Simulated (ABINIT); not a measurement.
# BAs (F-43m): G0W0 in ABINIT against the exchange cutoff

Wanted: the cheapest exchange cutoff that holds the gap of BAs (F-43m).

Program: ABINIT 10.8.3. Level of theory: LDA and many-body steps on it, plane waves. Results are calculated unless marked as measured.

Report form: the programs' logs are mostly left out.

## (1) The structure

It takes space group F-43m (No. 216, cubic). The conventional cell has a = 4.777 Å, b = 4.777 Å, c = 4.777 Å, α = 90.00°, β = 90.00°, γ = 90.00°. Nearest to B lie 4 As at 2.07 Å. As has 4 B at 2.07 Å nearest. Farther neighbours are not listed.

Coordinates:

```cif
data_structure
_symmetry_space_group_name_H-M 'P 1'
_symmetry_Int_Tables_number 1
_cell_length_a 3.3778
_cell_length_b 3.3778
_cell_length_c 3.3778
_cell_angle_alpha 60.000
_cell_angle_beta 60.000
_cell_angle_gamma 60.000
_cell_volume 27.25
loop_
_atom_site_label
_atom_site_type_symbol
_atom_site_fract_x
_atom_site_fract_y
_atom_site_fract_z
_atom_site_occupancy
B1 B 0.00000 0.00000 0.00000 1
As2 As 0.25000 0.25000 0.25000 1
```

The cell and positions come from the Crystallography Open Database and are kept as given unless a step says otherwise.

## (2) Screening, 4×4×4 mesh, 29 bands, screening to 130.6 eV

This step: ABINIT 10.8.3; RPA screening on LDA, plane waves, norm-conserving pseudopotentials.

The RPA dielectric matrix is built and inverted for each q.

The input, run.abi:

```
acell 3*1.0 Angstrom
rprim 
  -0.000000000000 2.388500000000 2.388500000000
  2.388500000000 -0.000000000000 2.388500000000
  2.388500000000 2.388500000000 -0.000000000000
ntypat 2
znucl 5 33
natom 2
typat 1 2
xred 
  0.000000000000 0.000000000000 0.000000000000
  0.250000000000 0.250000000000 0.250000000000
pp_dirpath "pseudos"
pseudos "B.upf, As.upf"
ecut 34
ngkpt 4 4 4
nshiftk 1
shiftk 0 0 0
kptopt 1
chksymbreak 0
istwfk *1
occopt 1
irdwfk 1
optdriver 3
nband 29
ecuteps 4.8
inclvkb 2
awtr 1
symchi 1
indata_prefix "in"
outdata_prefix "out"
tmpdata_prefix "tmp"
```

Started as:

```sh
OMP_NUM_THREADS=1 mpirun -n 4 abinit run.abi > log
```

Run time: 4.5 s. Hardware: 4 MPI ranks of Arm Neoverse V1, shared host; peak memory 0.37 GiB.

This step gave:

- ε∞ with local fields, on this mesh, along the program's q direction: 14.08
- the same without local fields: 15.46
- plasma frequency: 30.18 eV
- plane waves in the screening matrix: 89

Local fields lower ε∞ by 9 %. On a Γ-centred mesh this coarse the value itself is usually too large, while a short band sum pulls it down.

## (3) 3.4 Ha

This step: G0W0 on LDA, plane waves, norm-conserving pseudopotentials.

Changes to run.abi since step 2:

```diff
@@ -23,8 +23,17 @@
 irdwfk 1
-optdriver 3
+optdriver 4
 nband 29
+gwcalctyp 0
+ecutsigx 3.4
+symsigma 1
+nkptgw 2
+kptgw 
+  0.0000000000 0.0000000000 0.0000000000
+  0.5000000000 0.5000000000 0.0000000000
+bdgw 
+  7 12
+  8 11
 ecuteps 4.8
-inclvkb 2
-awtr 1
-symchi 1
+irdscr 1
+ppmodel 1
 indata_prefix "in"
```

The job ended after 2.5 s (4 MPI ranks; peak memory 0.09 GiB).

This step gave:

- G0W0 gap on the points computed: 2.005 eV
- starting gap on the mesh: 1.351 eV
- k of the valence top: 0, 0, 0
- k of the conduction bottom: 0.5, 0.5, 0
- Z at the valence top: 0.808
- Z at the conduction bottom: 0.818
- least direct G0W0 gap on the computed points: 4.114 eV

## (4) 6.8 Ha

Changes to run.abi since step 3:

```diff
@@ -26,3 +26,3 @@
 gwcalctyp 0
-ecutsigx 3.4
+ecutsigx 6.8
 symsigma 1
```

The job ended after 2.7 s (4 MPI ranks; peak memory 0.09 GiB; 11 s of CPU time).

This step gave:

* G0W0 gap on the points computed: 2.198 eV
* starting gap on the mesh: 1.351 eV
* k of the valence top: 0, 0, 0
* k of the conduction bottom: 0.5, 0.5, 0
* Z at the valence top: 0.807
* Z at the conduction bottom: 0.817
* least direct G0W0 gap on the computed points: 4.129 eV

## (5) 13.6 Ha

The self-energy is evaluated for the states that the input lists, and the levels follow from it, in one-shot runs by the linearised quasiparticle equation.

Changes to run.abi since step 4:

```diff
@@ -26,3 +26,3 @@
 gwcalctyp 0
-ecutsigx 6.8
+ecutsigx 13.6
 symsigma 1
```

Wall time 2.7 s (4 MPI ranks); peak memory 0.09 GiB.

This step gave:

```yaml
g0w0_gap_on_the_points_computed: 2.247 eV
starting_gap_on_the_mesh: 1.351 eV
k_of_the_valence_top: 0, 0, 0
k_of_the_conduction_bottom: 0.5, 0.5, 0
least_direct_g0w0_gap_on_the_computed_points: 4.123 eV
```

The gap on the mesh goes from 1.35 eV to 2.25 eV, a correction of +0.90 eV.

## (6) 23.8 Ha

Changes to run.abi since step 5:

```diff
@@ -26,3 +26,3 @@
 gwcalctyp 0
-ecutsigx 13.6
+ecutsigx 23.8
 symsigma 1
```

Wall time 2.9 s (4 MPI ranks); peak memory 0.1 GiB; 11 s of CPU time.

Numbers from this step:

```yaml
g0w0_gap_on_the_points_computed: 2.258 eV
starting_gap_on_the_mesh: 1.351 eV
k_of_the_valence_top: 0, 0, 0
k_of_the_conduction_bottom: 0.5, 0.5, 0
least_direct_g0w0_gap_on_the_computed_points: 4.121 eV
```

Against the run before, the gap moves by +0.011 eV.

## (7) 34 Ha

Changes to run.abi since step 6:

```diff
@@ -26,3 +26,3 @@
 gwcalctyp 0
-ecutsigx 23.8
+ecutsigx 34
 symsigma 1
```

Elapsed: 2.9 s, on 4 MPI ranks; peak memory 0.12 GiB; 11 s of CPU time.

Numbers from this step:

```
G0W0 gap on the points computed              : 2.255 eV
starting gap on the mesh                     : 1.351 eV
k of the valence top                         : 0, 0, 0
k of the conduction bottom                   : 0.5, 0.5, 0
least direct G0W0 gap on the computed points : 4.120 eV
```

Against the run before, the gap moves by −0.003 eV.

## (8) Side by side

Times are wall times on 4 MPI ranks of Arm Neoverse V1, shared host, good to a factor of about two. A run's time includes the screening step that it read.

| run | mesh | bands | screening cutoff (eV) | DFT gap (eV) | gap on the mesh (eV) | direct (eV) | ε∞ used | time |
| --- | --- | --- | --- | --- | --- | --- | --- | --- |
| 3.4 Ha | 4×4×4 | 29 | 130.6 | 1.351 | 2.005 | 4.114 | 14.08 | 7 s |
| 6.8 Ha | 4×4×4 | 29 | 130.6 | 1.351 | 2.198 | 4.129 | 14.08 | 7.2 s |
| 13.6 Ha | 4×4×4 | 29 | 130.6 | 1.351 | 2.247 | 4.123 | 14.08 | 7.2 s |
| 23.8 Ha | 4×4×4 | 29 | 130.6 | 1.351 | 2.258 | 4.121 | 14.08 | 7.3 s |
| 34 Ha | 4×4×4 | 29 | 130.6 | 1.351 | 2.255 | 4.120 | 14.08 | 7.3 s |

## (9) What came out

```
3.4 Ha       : 2.005 eV
6.8 Ha       : 2.198 eV
13.6 Ha      : 2.247 eV
23.8 Ha      : 2.258 eV
34 Ha        : 2.255 eV
known limits : not at the basis limit; exchange with frozen shells missing; no spin-orbit coupling; coarse k mesh
```

In words: The setting moved: exchange cutoff. From 3.4 Ha to 34 Ha the gap moves by +0.25 eV. It holds to 0.03 eV from 13.6 Ha on. Bands and screening cutoff are coupled, so a series along one setting does not show full convergence. Below the screening cutoff the correlation part is cut too. Bands and cutoff are finite, so the gap is not at the basis limit. The miss can reach some tenths of an eV and take either sign; the mesh is an error of its own. In the G0W0 runs levels were corrected at 2 k points alone, so a gap called «on the mesh» is the least over those, and an edge elsewhere would be missed. The 4×4×4 mesh is coarse for this cell, which bears on the long-range parts of exchange and screening. The norm-conserving file of at least one element keeps a d shell over frozen s and p shells of the same row. Exchange with those shells is missing from the self-energy, an error of 0.3 to 0.9 eV in cases checked, whose sign depends on which edge lies on those atoms. The many-body steps are scalar-relativistic: spin-orbit coupling is not in them.

[Paths, hosts, dates, memory and timing lines, banners, echoed tables and standing remarks are left out of the program output.]

[Logs are printed without paths, hosts, clocks, repeated set-up lines and the standing remarks that a program may print on its own settings, such as how far it seeks lower states.]

[Runs of the session that timed out or met a known fault of the program may be left out.]

[Hosts, paths, dates, database ids (printed as entryN), source tags and the programs' standing remarks are cut or masked in the printed files.]

[G0W0 gaps are taken among the corrected bands and points alone; a level outside them can change the order at an edge.]

[Where Ansatz stands beside ABINIT at settings called matched, ABINIT's density can come from a denser mesh and the files from another edition; pairs whose starting gaps differed by over 0.03 eV were left out, so agreement reads better than it is.]
